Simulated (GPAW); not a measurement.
**LiH (Fm-3m): refractive index against wavelength**

The refractive index of LiH (Fm-3m) below the direct gap (2.63 eV on the mesh) is read from one computed spectrum, n = √(Re ε).

Symmetry: Fm-3m, No. 225, cubic system. The conventional cell has a = 4.074 Å, b = 4.074 Å, c = 4.074 Å, α = 90.00°, β = 90.00°, γ = 90.00°. Li on site a has 6 H at 2.04 Å as nearest neighbours. Around H on site b lie 6 Li at 2.04 Å.

Method: GPAW 26.7.0, LDA, RPA, k-mesh 16×16×16, local fields up to 80 eV, Lorentzian half width 0.15 eV.

Launch of the response step: `OMP_NUM_THREADS=1 python df.py`. The run took 14 s, its band step included, on 1 thread of Arm Neoverse V2, with other jobs on the host.

```tsv
wavelength (nm)	photon energy E (eV)	n
3000	0.413	2.0812
2000	0.620	2.0892
1550	0.800	?
1310	0.946	2.1093
1064	1.165	2.1287
850	1.459	2.1642
700	1.771	2.2187
```

In the single-oscillator model n² − 1 = E₀E_d/(E₀² − E²), so 1/(n² − 1) = E₀/E_d − E²/(E₀E_d) is linear in E².

Working, on the rows shown:

| x = E² (eV²) | y = 1/(n² − 1) |
| --- | --- |
| 0.170801 | 0.300175 |
| 0.384302 | 0.297198 |
| 0.895757 | 0.289927 |
| 1.35784 | 0.283177 |
| 2.12762 | 0.271462 |
| 3.13716 | 0.254931 |

Means: x̄ = 1.3456, ȳ = 0.28281. Σ(x − x̄)(y − ȳ) = -0.09625, Σ(x − x̄)² = 6.328. Slope = -0.09625 / 6.328 = -0.01521; intercept = ȳ − slope · x̄ = 0.30328. Turned back into n, the line misses the rows shown by at most 0.0022.

Predict the last column of the withheld row from the fit.

At x = 0.63984 the line gives y = 0.29355, that is 2.0992. The run gave 2.0991, so the interpolation is off by 9.5e-05, 0.1 % of the range in the table.

Refitted with all rows, the slope is -0.01521 and the intercept 0.30329. These give E₀ = √(intercept/−slope) = 4.46 eV and E_d = E₀/intercept = 14.7 eV; E₀ is 1.7 times the direct gap. The electronic limit at long wavelengths, without lattice vibrations, is n = √(1 + 1/intercept) = 2.073. The cell comes from an older database entry, whose edges can be off by a per cent or so. Excitons are left out; LDA gaps are as a rule too small. The values come from a sum over the points of one k-mesh and carry its error, which grows as the direct gap shrinks. The local-field cutoff holds few shells of reciprocal vectors for this small cell, so ε∞ can read a few per cent high.

[Logs are printed without paths, hosts, clocks, repeated set-up lines and the standing remarks that a program may print on its own settings, such as how far it seeks lower states.]
